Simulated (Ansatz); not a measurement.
Rows from a G0W0 calculation on AlGaAs2 (zincblende [001] superlattice) (Ansatz 0.2.0; G0W0 on PBEsol, plane waves, PAW; 4×4×1 mesh, 664 empty bands, screening to 66 eV), in eV. Spin-orbit coupling is left out.

```tsv
row	k	band	start	Σx	Σc at the solution	Vxc
A	Γ	c4	8.425	-6.862	-3.663	-10.741
B	Γ	v3	6.888	-15.950	1.000	-14.810
C	Γ	c3	8.214	-6.078	-3.667	-9.975
D	Γ	v1	6.959	-16.662	1.399	-15.085
E	Γ	c1	7.889	-10.936	-3.184	-14.775
F	Γ	c2	8.022	-6.114	-3.615	-9.998
```

**Question.** Work out each quasiparticle level and how far it moved.

The quasiparticle equation reads E = start + Σx + Σc(E) − Vxc.

```tsv
row	E (eV)	shift (eV)
A	8.642	+0.216
B	6.749	−0.139
C	8.445	+0.231
D	6.780	−0.178
E	8.544	+0.656
F	8.291	+0.269
```

Limits: not at the basis limit; no spin-orbit coupling; coarse k mesh.

[Paths, hosts, dates, memory and timing lines, banners, echoed tables and standing remarks are left out of the program output.]

[Logs are printed without paths, hosts, clocks, repeated set-up lines and the standing remarks that a program may print on its own settings, such as how far it seeks lower states.]

[Runs of the session that timed out or met a known fault of the program may be left out.]

[Cells called generated may have been cut or substituted from an entry of the Crystallography Open Database or the Materials Project.]

[Hosts, paths, dates, database ids (printed as entryN), source tags and the programs' standing remarks are cut or masked in the printed files.]
